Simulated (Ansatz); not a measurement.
# What GeF2 (model cell, started as rutile) distorts into

Which phase does GeF2 (model cell, started as rutile) fall into along its unstable mode, and how much energy does it gain?

Calculated with Ansatz 0.2.0; DFT PBE, scalar-relativistic, plane waves, PAW.

Most raw output is cut from this account.

The structure was built from a prototype and need not be the compound's stable phase.

## Step 1: Set-up

The structure is tetragonal, space group P4_2/mnm (No. 136). Conventional cell: a = 5.239 Å, b = 5.239 Å, c = 3.549 Å, α = 90.00°, β = 90.00°, γ = 90.00°. Nearest to Ge lie 6 F at 2.25 to 2.30 Å. F has 3 Ge at 2.25 to 2.30 Å nearest. Farther neighbours and most contacts between anions are not listed.

## Step 2: Response at finite wavevector

The cell comes from relaxations at this level that are not shown. Stability and thermal properties need the whole zone. Linear response on a 2×2×4 q mesh gives force constants as far as a supercell of that size would, and the tensors from the zone-centre run are typed in so that the long-range dipole term is interpolated apart.

input.yaml

```yaml
crystal:
  lattice:
    - [5.2390464767, 0.0, 0.0]
    - [0.0, 5.2390464767, 0.0]
    - [0.0, 0.0, 3.5488479333]
  atoms:
    - { symbol: Ge, position: [0.0, 0.0, 0.0] }
    - { symbol: Ge, position: [0.5, 0.5, 0.5] }
    - { symbol: F, position: [0.3030272295, 0.3030272295, 0.0] }
    - { symbol: F, position: [0.6969727705, 0.6969727705, 0.0] }
    - { symbol: F, position: [0.8030272295, 0.1969727705, 0.5] }
    - { symbol: F, position: [0.1969727705, 0.8030272295, 0.5] }
kpoints:
  mp_grid: { grid: [4, 4, 8] }
hamiltonian:
  xc: pbe
scf:
  occupations: { method: fixed }
output:
  eigenvalues: true
phonons:
  method: dfpt
  qmesh: [2, 2, 4]
  temperatures: { t_max: 1000, t_step: 50 }
  qpath:
    path:
      - [[0.0, 0.0, 0.0], [0.0, 0.5, 0.0], [0.5, 0.5, 0.0], [0.0, 0.0, 0.0], [0.0, 0.0, 0.5], [0.0, 0.5, 0.5], [0.5, 0.5, 0.5], [0.0, 0.0, 0.5]]
      - [[0.0, 0.5, 0.0], [0.0, 0.5, 0.5]]
      - [[0.5, 0.5, 0.0], [0.5, 0.5, 0.5]]
    npoints: 10
  non_analytic_term:
    high_frequency_dielectric_tensor: [[3.6297, 0.0, 0.0], [0.0, 3.6297, 0.0], [0.0, 0.0, 3.6879]]
    born_effective_charges:
      - { species: Ge, tensor: [[3.208, 0.597, 0.0], [0.597, 3.208, 0.0], [0.0, 0.0, 3.7421]] }
      - { species: Ge, tensor: [[3.208, -0.597, 0.0], [-0.597, 3.208, 0.0], [0.0, 0.0, 3.7421]] }
      - { species: F, tensor: [[-1.604, -1.2559, 0.0], [-1.2559, -1.604, 0.0], [0.0, 0.0, -1.871]] }
      - { species: F, tensor: [[-1.604, -1.2559, 0.0], [-1.2559, -1.604, 0.0], [0.0, 0.0, -1.871]] }
      - { species: F, tensor: [[-1.604, 1.2559, 0.0], [1.2559, -1.604, 0.0], [0.0, 0.0, -1.871]] }
      - { species: F, tensor: [[-1.604, 1.2559, 0.0], [1.2559, -1.604, 0.0], [0.0, 0.0, -1.871]] }
    source: "zone-centre run at this cell"
```

Command:

```bash
$ ansatz run input.yaml --threads 8 --pin off --max-ram 14336MiB --backend cpu --events-out ev --progress --plain --runs-dir out
```

Elapsed: 1.9 min, on 8 threads of Arm Neoverse V2, shared host; peak memory 1.1 GiB; 14 min of CPU time.

A gap read on the k-mesh alone can miss the band edges.

This step gave:

```yaml
gap_on_the_k_mesh: 3.001 eV
volume_per_atom: 16.23 Å³
sum_rule_residual_before_enforcement: 3.41e-5 eV/Å²
lowest_frequency_on_the_path: -216.3 cm⁻¹
point_group: 4/mmm
highest_frequency_on_the_path_or_at_a_solved_wavevector: 389.6 cm⁻¹
highest_optical_mode_at_the_zone_centre_no_lo_to_term: 372.2 cm⁻¹
lowest_optical_zone_centre_mode: -192.4 cm⁻¹
lowest_mode_on_the_q_mesh_acoustic_modes_at_gamma_apart: -216.3 cm⁻¹
```

Frequencies (cm⁻¹) solved at each irreducible wavevector; negative means imaginary. Frequencies by wavevector, by row:

```csv
q in reciprocal lattice units,star,mode 1,mode 2,mode 3,mode 4,mode 16,mode 17,mode 18
0 0 0,1,-192.4,-176.6,-176.6,-116.7,202.9,244.1,372.2
0 0 0.25,2,-181.8,-181.8,-124.8,49.9,212.4,349.7,360.9
0 0 -0.5,1,-190.4,-190.4,-72.7,-72.7,201.2,331.3,331.3
0 -0.5 0,2,-157.1,-157.1,37.2,37.2,181.6,370.4,370.4
0 -0.5 0.25,4,-187.9,-187.9,-60.9,-60.9,192.6,345.3,345.3
0 -0.5 -0.5,2,-216.3,-216.3,-180.6,-180.6,231,317.6,317.6
-0.5 -0.5 0,1,-169.2,-169.2,-162.1,-162.1,237.9,352.8,352.8
-0.5 -0.5 0.25,2,-173.4,-173.4,57.6,57.6,206.3,329.5,329.5
-0.5 -0.5 -0.5,1,-181.4,-181.4,-59.8,-59.8,199.3,301.8,301.8
```

Interpolated from a 2×2×4 q mesh, with the LO-TO term (at Γ the limit along the path; where Γ stands inside the path, tables give the limit on arrival). Phonon branches along the path, in cm⁻¹:

```csv
point,branch 1,branch 2,branch 3,branch 4,branch 15,branch 16,branch 17,branch 18
Γ,-192,-177,-117,0,203,244,372,377
halfway,-182,-129,-129,34,204,225,370,375
X,-157,-157,37,37,182,182,370,370
halfway,-160,-160,-97,-97,211,211,368,368
M,-169,-169,-162,-162,238,238,353,353
halfway,-176,-159,-139,47,179,227,360,388
Γ,-192,-177,-117,0,203,244,372,377
halfway,-182,-182,-125,50,175,212,350,361
Z,-190,-190,-73,-73,201,201,331,331
halfway,-192,-192,-166,-166,215,215,326,326
R,-216,-216,-181,-181,231,231,318,318
halfway,-188,-188,-161,-161,220,220,311,311
A,-181,-181,-60,-60,199,199,302,302
halfway,-202,-189,-186,-89,200,230,314,324
Z,-190,-190,-73,-73,201,201,331,331
jump to X,-157,-157,37,37,182,182,370,370
halfway,-188,-188,-61,-61,192,192,345,345
R,-216,-216,-181,-181,231,231,318,318
jump to M,-169,-169,-162,-162,238,238,353,353
halfway,-173,-173,58,58,206,206,330,330
A,-181,-181,-60,-60,199,199,302,302
```

Symmetry leaves 9 wavevectors to solve. The lowest mode among them, the acoustic zeros apart, lies at q = (0, -0.5, -0.5) and is imaginary, 216.3i cm⁻¹, so the energy falls along it.

## Step 3: The mode frozen in, largest atomic shift 0 Å

The mode followed lies at q = (0, -0.5, -0.5) with frequency 216.3i cm⁻¹ and is 2-fold degenerate, the softest among the wavevectors solved. At small amplitude the distorted cell has space group no. 14 by a symmetry search on the positions. The undistorted cell that holds it gives the zero of energy on the same k mesh.

System of this step: GeF2 (model cell, started as rutile). It takes space group P4_2/mnm (No. 136, tetragonal). Conventional cell: a = 5.239 Å, b = 5.239 Å, c = 3.549 Å, α = 90.00°, β = 90.00°, γ = 90.00°. Nearest to Ge lie 6 F at 2.25 to 2.30 Å. Nearest to F lie 3 Ge at 2.25 to 2.30 Å. Farther neighbours and most contacts between anions are not listed.

input.yaml

```yaml
crystal:
  lattice:
    - [-5.2390464767, 0.0, 0.0]
    - [0.0, -5.2390464767, -3.5488479333]
    - [0.0, -5.2390464767, 3.5488479333]
  atoms:
    - { symbol: Ge, position: [0.0, 0.5, 0.5] }
    - { symbol: Ge, position: [0.0, 0.0, 0.0] }
    - { symbol: Ge, position: [0.5, 1.0, 0.5] }
    - { symbol: Ge, position: [0.5, 0.5, 0.0] }
    - { symbol: F, position: [0.6969727705, 0.3484863852, 0.3484863852] }
    - { symbol: F, position: [0.6969727705, 0.8484863852, 0.8484863852] }
    - { symbol: F, position: [0.3030272295, 0.1515136148, 0.1515136148] }
    - { symbol: F, position: [0.3030272295, 0.6515136148, 0.6515136148] }
    - { symbol: F, position: [0.1969727705, 0.1515136147, 0.6515136148] }
    - { symbol: F, position: [0.1969727705, 0.6515136147, 0.1515136148] }
    - { symbol: F, position: [0.8030272295, 0.8484863852, 0.3484863852] }
    - { symbol: F, position: [0.8030272295, 0.3484863852, 0.8484863852] }
kpoints:
  mp_grid: { grid: [4, 4, 4] }
hamiltonian:
  xc: pbe
scf:
  occupations: { method: gaussian, width: 0.02 }
output:
  forces: true
  stress: true
  eigenvalues: true
```

Wall time 1.9 s (8 threads); peak memory 0.92 GiB.

This step gave:

* pressure: -0.001448 GPa
* energy from the undistorted cell: 0 meV/atom

At this level the gap is 3.00 eV on the k-mesh of the self-consistent run, which can miss the band edges.

## Step 4: The mode frozen in, largest atomic shift 0.32 Å

The atoms are moved along the unstable eigenvector, the largest shift by 0.32 Å, with the cell fixed.

input.yaml

```yaml
crystal:
  lattice:
    - [-5.2390464767, 0.0, 0.0]
    - [0.0, -5.2390464767, -3.5488479333]
    - [0.0, -5.2390464767, 3.5488479333]
  atoms:
    - { symbol: Ge, position: [-0.0130496001, 0.5063872197, 0.4864444199] }
    - { symbol: Ge, position: [0.0130496001, -0.0063872197, 0.0135555801] }
    - { symbol: Ge, position: [0.4869503999, 0.9936127803, 0.5135555801] }
    - { symbol: Ge, position: [0.5130496001, 0.5063872197, -0.0135555801] }
    - { symbol: F, position: [0.734257421, 0.3884006657, 0.3488620221] }
    - { symbol: F, position: [0.65968812, 0.8085721048, 0.8481107484] }
    - { symbol: F, position: [0.265742579, 0.1115993343, 0.1511379779] }
    - { symbol: F, position: [0.34031188, 0.6914278952, 0.6518892516] }
    - { symbol: F, position: [0.234257421, 0.1115993343, 0.6511379779] }
    - { symbol: F, position: [0.15968812, 0.6914278952, 0.1518892516] }
    - { symbol: F, position: [0.84031188, 0.8085721048, 0.3481107484] }
    - { symbol: F, position: [0.765742579, 0.3884006657, 0.8488620221] }
kpoints:
  mp_grid: { grid: [4, 4, 4] }
hamiltonian:
  xc: pbe
scf:
  occupations: { method: gaussian, width: 0.02 }
output:
  forces: true
  stress: true
  eigenvalues: true
```

Elapsed: 2.7 s, on 8 threads; peak memory 0.98 GiB; 20 s of CPU time.

This step gave:

| Item | Value |
| --- | --- |
| pressure | 5.992 GPa |
| gap on the k-mesh | 3.423 eV |
| energy from the undistorted cell | -48.44 meV/atom |

The energy, extrapolated to zero smearing, is -48.44 meV/atom against the undistorted cell.

The run ends at a pressure of 5.99 GPa, with forces up to 0.75 eV/Å.

## Step 5: Energy along the mode, all amplitudes (two of the runs are shown above)

An imaginary frequency means negative curvature, so the energy should fall and then rise again as anharmonic terms take over.

This step gave:

```yaml
depth_at_the_lowest_point_sampled: 48.44 meV/atom
largest_atomic_shift_at_that_point: 0.32 Å
```

Energy from the parent against largest atomic shift:

```csv
largest atomic shift (Å),energy from the parent (meV/atom)
0.000,0
0.040,-2.08
0.080,-8.07
0.140,-22.6
0.220,-44.3
0.320,-48.4
0.450,76.6
```

Displacement at unit largest shift by atom:

```csv
atom,x (Å),y (Å),z (Å),size
Ge1,0.214,0.117,-0.221,0.329
Ge2,-0.214,-0.117,0.221,0.329
Ge3,0.214,-0.117,0.221,0.329
Ge4,-0.214,0.117,-0.221,0.329
F5,-0.610,-0.660,-0.438,1.000
F6,0.610,0.660,0.438,1.000
F7,0.610,0.660,0.438,1.000
F8,-0.610,-0.660,-0.438,1.000
F9,-0.610,0.660,0.438,1.000
F10,0.610,-0.660,-0.438,1.000
F11,-0.610,0.660,0.438,1.000
F12,0.610,-0.660,-0.438,1.000
```

The lowest of the steps tried is at 0.32 Å, 48.4 meV/atom below the parent; the bottom of the well need not coincide with a step.

## Step 6: Relaxation from the frozen mode

Starting from the lowest point found, all atoms and the cell are let go, so that strain and other modes of the same symmetry can join in.

Edit input.yaml of step 4 so:

```diff
@@ -23,3 +23,3 @@
 scf:
-  occupations: { method: gaussian, width: 0.02 }
+  occupations: { method: fixed }
 output:
@@ -28 +28,10 @@
   eigenvalues: true
+  write_density: true
+  write_potential: true
+  elf: true
+  volumetric_format: npy
+relax:
+  adjacent_minimum: "off"
+  f_tol: 0.002
+  max_steps: 120
+  cell: { stress_tol: 0.03 }
```

Elapsed: 4.9 min, on 8 threads; peak memory 1.2 GiB.

Step by step (22 of 68):

```csv
step,energy less that of the first step (eV),largest force component (eV/Å),pressure (GPa),volume (Å³)
1,0.0000,0.5379,5.99,194.81
4,-0.6013,0.2142,-1.28,219.24
7,-0.7479,0.2579,-0.24,211.00
11,-0.7833,0.0085,-0.01,208.80
14,-0.7839,0.0150,-0.02,208.72
17,-0.7835,0.0008,0.00,208.89
20,-0.9579,0.0827,0.38,215.02
23,-0.9569,0.0164,-0.09,225.47
27,-0.9619,0.0022,-0.01,224.66
30,-1.0736,0.0676,0.13,226.93
33,-1.0691,0.0116,0.05,232.09
36,-1.0658,0.0031,0.00,233.06
39*,-1.1081,0.0014,0.15,233.21
42,-1.1040,0.0129,0.04,238.69
46,-1.1029,0.0031,-0.01,239.09
49,-1.1261,0.0096,0.05,240.16
52,-1.1207,0.0105,0.03,242.94
55,-1.1208,0.0017,0.00,242.92
58,-1.1308,0.0027,0.00,244.86
62,-1.1336,0.0015,0.00,246.59
65*,-1.1379,0.0011,0.01,246.59
68*,-1.1379,0.0017,0.00,247.21
```

Relaxation steps marked * repeat the geometry before them on a plane-wave basis chosen anew for their cell, so energy and pressure can jump there. Other such steps can lie between the rows shown. Relaxation steps 14, 16, 25, 32, 34, 63 were tried and not accepted.

The run keeps the 4 symmetry operations that it works with, so distortions that break them were not tested.

```csv
cell as run,before,after,change
a (Å),5.239,6.377,+21.7 %
b (Å),6.328,6.936,+9.6 %
c (Å),6.328,5.647,-10.8 %
α (°),68.23,81.72,+19.8 %
volume (Å³/atom),16.23,20.60,+26.9 %
```

The atoms that moved most (Å, as changes of fractional coordinates times the final cell):

```csv
atom,dx,dy,dz,length
F12,0.035,0.094,-0.710,0.717
F5,-0.035,0.094,-0.710,0.717
F7,0.035,-0.094,0.710,0.717
F9,-0.035,-0.094,0.710,0.717
F6,0.201,-0.252,0.399,0.513
F11,-0.201,-0.252,0.399,0.513
F8,-0.201,0.252,-0.399,0.513
F10,0.201,0.252,-0.399,0.513
```

The relaxed structure:

```
Ge F
1.0
    -6.37738    0.00000    0.00000
     0.00000   -5.11921   -4.68050
     0.00000   -4.37090    3.57579
Ge F
4 8
Direct
  0.96282 0.53200 0.45712
  0.03718 0.96800 0.04288
  0.46282 0.96800 0.54288
  0.53718 0.53200 0.95712
  0.73981 0.45978 0.24372
  0.62810 0.78689 0.93118
  0.26019 0.04022 0.25628
  0.37190 0.71311 0.56882
  0.23981 0.04022 0.75628
  0.12810 0.71311 0.06882
  0.87190 0.78689 0.43118
  0.76019 0.45978 0.74372
```

This step gave:

| Quantity | Value |
| --- | --- |
| pressure | 0.003132 GPa |
| gap on the k-mesh | 4.226 eV |
| volume per atom | 20.60 Å³ |

Electrostatic potential energy in the ab plane at fractional z = 0.043, with atoms of Ge and F within 0.2 Å of it. With pseudopotentials it is smooth inside the atoms' cores, unlike the true potential.

Ten even steps from '0' (-34 eV) to '9' (8 eV), each cell a mean:
```
000489999999999840
002689999999999862
335799999999999975
753599999986799998
710079999975799999
710069998888999999
952499987667899999
999999974224789999
999999862002689999
999999873113689999
999999986335799999
999999998778899999
999999999999999999
999999999999999999
999999999999999999
889999999999999999
767899999999999998
224799999999999974
001589999999999851
```
Columns run along a (6.4 Å; values clipped at the 3rd and 97th percentile), rows up along b (6.9 Å). Atoms in or near the plane, at fractional coordinates: Ge at (0.04, 0.97), F at (0.13, 0.71).

Valence density in the ab plane at fractional z = 0.043, with atoms of Ge and F within 0.2 Å of it. It is the smooth field of the valence electrons, not physical close to the nuclei.

Ten steps, logarithmic in the rise over the least value, from '0' (0 e/Å³) to '9' (33 e/Å³), each cell a mean:
```
995100000000000125
663100000000000013
232100000012100001
234310000123310000
256630000123310000
267631000122100000
135420001111100000
011100012332100000
000000013553100000
000000013542110000
000000012221100000
000000001110000000
000000000000000000
000000000000000000
000000000000000000
000000000000000000
110000000000000001
332100000000000012
874100000000000024
```
Columns run along a (6.4 Å), rows up along b (6.9 Å). Atoms in or near the plane, at fractional coordinates: Ge at (0.04, 0.97), F at (0.13, 0.71).

ELF in the ab plane at fractional z = 0.043, with atoms of Ge and F within 0.2 Å of it. It is the smooth field of the valence electrons, not physical close to the nuclei.

Values, 10 rows by 16 columns, each cell a mean:
```
0.07 0.07 0.21 0.13 0.05 0.02 0.01 0.01 0.10 0.23 0.23 0.10 0.08 0.53 0.62 0.33
0.29 0.43 0.51 0.44 0.21 0.03 0.01 0.13 0.50 0.71 0.74 0.60 0.20 0.08 0.26 0.27
0.69 0.74 0.66 0.81 0.61 0.11 0.03 0.14 0.43 0.68 0.73 0.64 0.31 0.03 0.03 0.26
0.61 0.77 0.76 0.70 0.33 0.08 0.32 0.34 0.27 0.27 0.25 0.16 0.05 0.02 0.01 0.19
0.09 0.22 0.23 0.11 0.07 0.53 0.71 0.51 0.23 0.20 0.22 0.15 0.15 0.09 0.03 0.01
0.00 0.01 0.01 0.02 0.34 0.89 0.87 0.70 0.51 0.38 0.22 0.14 0.14 0.09 0.03 0.01
0.00 0.00 0.00 0.01 0.08 0.39 0.70 0.82 0.73 0.43 0.12 0.04 0.03 0.02 0.01 0.00
0.35 0.15 0.03 0.02 0.02 0.01 0.03 0.10 0.15 0.08 0.02 0.01 0.01 0.02 0.15 0.32
0.73 0.48 0.17 0.08 0.10 0.09 0.04 0.01 0.00 0.00 0.00 0.02 0.27 0.72 0.91 0.86
0.26 0.22 0.25 0.14 0.11 0.09 0.04 0.01 0.00 0.00 0.01 0.03 0.45 0.90 0.79 0.54
```
Columns run along a (6.4 Å), rows up along b (6.9 Å). Atoms in or near the plane, at fractional coordinates: Ge at (0.04, 0.97), F at (0.13, 0.71).

The distorted start has space group P2_1/c; the relaxation ends in P2_1/c.

## Step 7: Summary of results

| Property | Result |
| --- | --- |
| unstable mode of the parent | q = (0, -0.5, -0.5), 216i cm⁻¹ |
| depth at the lowest point sampled | 48.4 meV/atom |
| largest atomic shift at that point | 0.32 Å |
| space group reached (within 0.01 Å) | P2_1/c |
| energy gained over the parent (first relaxation, on the mesh of the frozen mode) | 143 meV/atom |
| volume per atom, phase reached | 20.6 Å³ |
| gap on the k-mesh, phase reached | 4.23 eV |

In words: Along this mode the structure falls into P2_1/c, 143 meV/atom below the parent. At the parent's cell the well is 48.44 meV/atom deep on the steps tried, with its lowest point at a shift of 0.32 Å. Relaxing atoms and cell changes the gain by +94.82 meV/atom against the lowest step (energies at zero smearing). Most of the total comes from this relaxation. The modes of the phase reached were not computed on this path. Of the 4 patterns followed to their end from this parent, this one ends 7.05 meV/atom above the lowest, P-42_1m. Each path keeps the symmetry of its pattern, so a lower phase may lie along a pattern not tried. The program warns that the interpolation holds no quadrupole term, so branches close to Γ can be off in this crystal. The volume moved by more than a tenth on the k mesh of the start, so the energy gain is rough. The starting cell was built on a prototype and not taken from a measurement, so the phase need not exist.

[Logs are printed without paths, hosts, clocks, repeated set-up lines and the standing remarks that a program may print on its own settings, such as how far it seeks lower states.]

[Hosts, paths, dates, database ids (printed as entryN), source tags and the programs' standing remarks are cut or masked in the printed files.]
